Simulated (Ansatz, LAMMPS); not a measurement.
# Forces and charges in glassy 57SiO2-27Al2O3-16BaO (mol %) (149 atoms), part 2 of 2

Wanted: forces, charges and levels of glassy 57SiO2-27Al2O3-16BaO (mol %) (149 atoms).

Ansatz 0.2.0; Kohn-Sham DFT, PBE, PAW (set soft_2), plane waves.

The cell: 25 Si, 24 Al, 7 Ba and 93 O. The quench rate of 25 K/ps is many orders above laboratory rates. The starting topology of bonds comes from the classical model. Only the Γ point is sampled, in a cell whose shortest periodic width is 13 Å. No spin–orbit coupling is included.

So far. Step 3 (Plane-wave single point): Between -26 and -10 eV lie 231 more states.

## Step 3: Plane-wave single point (continued)

Valence density in the bc plane at fractional x = 0.007, with atoms of Si and Al and Ba and O within 0.2 Å of it. It is the smooth field of the valence electrons, not physical close to the nuclei.

Values in e/Å³, 13 rows by 16 columns, each cell a mean:
```
0.2 0.1 0.0 0.0 0.0 0.1 0.1 0.2 0.4 0.3 0.1 0.3 0.2 0.5 4.0 1.7
0.1 0.0 0.0 0.0 0.0 0.1 0.1 0.1 0.2 0.1 0.0 0.1 0.2 0.2 1.1 0.6
0.7 0.6 0.1 0.1 0.1 0.1 0.7 1.5 0.2 0.0 0.0 0.2 0.3 0.1 0.0 0.1
0.8 1.0 0.4 2.4 2.5 0.2 0.7 1.5 0.3 0.3 0.5 0.3 1.0 1.6 0.2 0.1
0.1 0.2 0.2 1.4 1.4 0.1 0.1 0.1 0.1 0.3 0.5 0.2 0.8 1.6 0.2 0.0
0.0 0.1 0.1 0.1 0.1 0.0 0.1 0.2 0.5 0.3 0.1 0.0 0.0 0.0 0.0 0.0
0.0 0.0 0.0 0.1 0.1 0.5 0.7 0.2 0.2 0.2 0.3 1.4 0.3 0.0 0.0 0.0
0.0 0.0 0.0 0.0 0.2 1.1 1.0 0.6 0.0 0.0 0.6 4.1 1.1 0.3 0.4 0.1
0.3 0.2 0.0 0.0 0.1 0.5 0.7 0.2 0.0 0.0 0.1 0.2 0.3 1.7 4.3 0.7
0.3 0.1 0.0 0.1 0.3 0.1 0.1 0.1 0.0 0.0 0.0 0.0 0.1 0.3 0.7 0.4
1.5 0.1 0.0 0.9 4.5 0.8 0.1 0.0 0.0 0.0 0.0 0.0 0.0 0.0 0.3 3.4
0.9 0.1 0.0 0.2 0.9 0.3 0.1 0.2 0.1 0.1 0.1 0.1 0.0 0.0 0.2 2.0
0.1 0.1 0.0 0.0 0.0 0.0 0.2 0.7 0.3 0.1 0.4 0.9 0.3 0.1 0.2 0.2
```
Columns run along b (13.2 Å), rows up along c (13.2 Å). Atoms in or near the plane, at fractional coordinates: Si at (0.99, 0.28), Al at (0.43, 0.90), Al at (0.58, 0.04), Al at (0.51, 0.65), Ba at (0.38, 0.42), O at (0.98, 0.16), O at (0.89, 0.34), O at (0.24, 0.70), O at (0.27, 0.18), O at (0.71, 0.44), O at (0.91, 0.94).

Electrostatic potential energy in the bc plane at fractional x = 0.007, with atoms of Si and Al and Ba and O within 0.2 Å of it. With pseudopotentials it is smooth inside the atoms' cores, unlike the true potential.

Ten even steps from '0' (-35 eV) to '9' (10 eV), each cell a mean:
```
5678999999999876677766678876444652246
8889999999999755656888999986555730028
8889999999998756656899999998878885578
8899999999999865567999999999999999988
8889999999998887568999999999999999998
8535667888888884127999999987789999999
9753115511388897556678999876654699999
9974125400278998755656877887730289999
9988778876789998756656899999986799999
9999999999889999875568999999999999999
9999999999988888998889999999999999999
9999999999987777899999999999999999999
9999999999874212578999998524899999999
9999999999841000268999998100578899999
9999999999851000268999999744545766899
5789999999875434688999999987545300265
0168999999998888899999999998777621320
0058999999999999999999999999999988610
3578999996579999999999999999999999852
2799999960017889999999999999999999710
1799999984358788999988889999999999710
5678999999998889998755568999999999864
6557899999999999887557557888888899855
6557999999999999887556557766666788755
```
Columns run along b (13.2 Å; values clipped at the 3rd and 97th percentile), rows up along c (13.2 Å). Atoms in or near the plane, at fractional coordinates: Si at (0.99, 0.28), Al at (0.43, 0.90), Al at (0.58, 0.04), Al at (0.51, 0.65), Ba at (0.38, 0.42), O at (0.98, 0.16), O at (0.89, 0.34), O at (0.24, 0.70), O at (0.27, 0.18), O at (0.71, 0.44), O at (0.91, 0.94).

Mean Löwdin charges: Al +1.35, Ba +1.92, O -0.86, Si +1.73 e (they miss 1.2 % of the electrons, so they add up to more than the cell's charge).

## Step 4: Local order

These statistics describe the geometry on which the runs were made.

Density 2.73 g/cm³, 15.49 Å³ an atom.

Pair distribution functions g(r), in bins of 0.2 Å:

| r (Å) | total | O-O | O-Si | O-Al | O-Ba | Si-Si | Si-Al |
| --- | --- | --- | --- | --- | --- | --- | --- |
| 1.40 | 0.04 | 0.00 | 0.18 | 0.00 | 0.00 | 0.00 | 0.00 |
| 1.60 | 3.36 | 0.00 | 14.00 | 2.14 | 0.00 | 0.00 | 0.00 |
| 1.80 | 2.13 | 0.00 | 0.92 | 9.64 | 0.00 | 0.00 | 0.00 |
| 2.00 | 0.20 | 0.00 | 0.00 | 0.98 | 0.00 | 0.00 | 0.00 |
| 2.20 | 0.00 | 0.00 | 0.00 | 0.00 | 0.00 | 0.00 | 0.00 |
| 2.40 | 0.20 | 0.50 | 0.00 | 0.00 | 0.00 | 0.00 | 0.00 |
| 2.60 | 1.58 | 3.79 | 0.00 | 0.06 | 0.85 | 0.00 | 0.00 |
| 2.80 | 1.23 | 2.69 | 0.00 | 0.15 | 2.17 | 0.00 | 0.18 |
| 3.00 | 1.17 | 1.65 | 0.09 | 0.27 | 2.21 | 2.26 | 3.87 |
| 3.20 | 1.06 | 0.58 | 0.57 | 0.83 | 1.52 | 4.06 | 4.33 |
| 3.40 | 0.87 | 0.53 | 0.89 | 1.09 | 1.46 | 0.27 | 1.22 |
| 3.60 | 0.92 | 0.69 | 1.06 | 1.30 | 0.65 | 0.00 | 0.35 |
| 3.80 | 0.96 | 0.52 | 1.75 | 1.12 | 0.70 | 0.41 | 0.31 |
| 4.00 | 1.04 | 0.53 | 1.66 | 1.67 | 0.71 | 1.27 | 0.48 |
| 4.20 | 1.33 | 0.97 | 2.06 | 1.91 | 0.55 | 0.50 | 0.78 |
| 4.40 | 1.16 | 0.79 | 1.46 | 1.53 | 1.02 | 0.92 | 1.43 |
| 4.60 | 0.94 | 1.02 | 0.73 | 1.04 | 0.93 | 1.24 | 1.01 |
| 4.80 | 0.89 | 1.05 | 0.65 | 0.64 | 1.41 | 0.89 | 1.20 |
| 5.00 | 1.04 | 1.60 | 0.57 | 0.56 | 1.18 | 0.82 | 1.17 |
| 5.20 | 1.13 | 1.56 | 0.60 | 0.71 | 1.93 | 0.76 | 1.23 |
| 5.40 | 0.94 | 1.12 | 0.77 | 0.70 | 0.53 | 1.01 | 1.63 |
| 5.60 | 1.01 | 1.08 | 1.02 | 0.88 | 0.81 | 1.60 | 1.07 |
| 5.80 | 0.95 | 0.87 | 0.97 | 1.05 | 0.79 | 1.41 | 0.96 |
| 6.00 | 0.93 | 0.67 | 1.08 | 1.21 | 0.55 | 1.30 | 0.89 |
| 6.20 | 0.86 | 0.81 | 1.08 | 1.08 | 0.40 | 0.53 | 0.48 |
| 6.40 | 0.99 | 0.78 | 1.27 | 1.17 | 1.07 | 0.71 | 0.75 |

Local excerpt of 13 atoms (numbers count through the whole input) about Si1, which bears the longest force; x, y, z are measured from there.

| atom | x | y | z | distance (Å) | Löwdin charge (e) | Fx | Fy | Fz (eV/Å) |
| --- | --- | --- | --- | --- | --- | --- | --- | --- |
| Si1 | 0.00 | 0.00 | 0.00 | 0.00 | 1.77 | 2.08 | 0.84 | 5.10 |
| O121 | -0.35 | -0.05 | -1.46 | 1.50 | -0.84 | -1.26 | -1.17 | -4.72 |
| O90 | 0.49 | 1.49 | 0.30 | 1.59 | -0.86 | 0.22 | 1.72 | 0.02 |
| O115 | -0.94 | -0.43 | 1.26 | 1.63 | -0.80 | -1.35 | -0.29 | 0.20 |
| O85 | 1.36 | -0.96 | 0.35 | 1.70 | -0.81 | 0.22 | 2.60 | -1.95 |
| Si5 | 1.64 | -2.41 | 0.83 | 3.03 | 1.71 | -0.40 | -2.88 | 3.84 |
| Si10 | -0.90 | -0.13 | 2.91 | 3.04 | 1.75 | 0.63 | -1.23 | -2.56 |
| Al48 | -0.79 | 0.17 | -3.17 | 3.27 | 1.23 | 2.43 | -1.38 | 1.81 |
| Al38 | 1.28 | 2.96 | 0.62 | 3.29 | 1.35 | 0.07 | -1.41 | 0.06 |
| O119 | 0.35 | 0.75 | 3.20 | 3.31 | -0.85 | 2.77 | 1.61 | 0.97 |
| O126 | 0.52 | -3.27 | 0.02 | 3.31 | -0.83 | 0.49 | -1.52 | -0.75 |
| O123 | -2.50 | 2.31 | -1.36 | 3.67 | -0.85 | 0.73 | -0.99 | -1.25 |
| O79 | 2.57 | 2.11 | 1.75 | 3.76 | -0.83 | -0.37 | 1.14 | -0.22 |

## Step 5: Summary of results

| Item | Value |
| --- | --- |
| free energy per atom | -828.1464 eV/atom |
| pressure | 3.694 GPa |
| r.m.s. force component | 1.267 eV/Å |
| gap (highest filled to lowest empty level) | 2.882 eV |
| wall time of the 1 DFT run | 81 s |

Filled and empty levels are parted by 2.88 eV (at Γ alone); a semilocal functional tends to put such gaps too low. In a disordered cell it changes from sample to sample, and tail or defect levels can set it.

Caveats: The force components of 1.3 eV/Å r.m.s. hold both thermal displacement and the mismatch between the potential that made the cell and DFT. The stress is far from hydrostatic: its diagonal is 4.7, 4.9, 1.5 GPa, compression counted positive. The pressure of 3.7 GPa is that of one thermal frame, in which the classical model's bond lengths enter as well as the volume, without the kinetic term.

[Logs are printed without paths, hosts, clocks, repeated set-up lines and the standing remarks that a program may print on its own settings, such as how far it seeks lower states.]

[Hosts, paths, dates, database ids (printed as entryN), source tags and the programs' standing remarks are cut or masked in the printed files.]
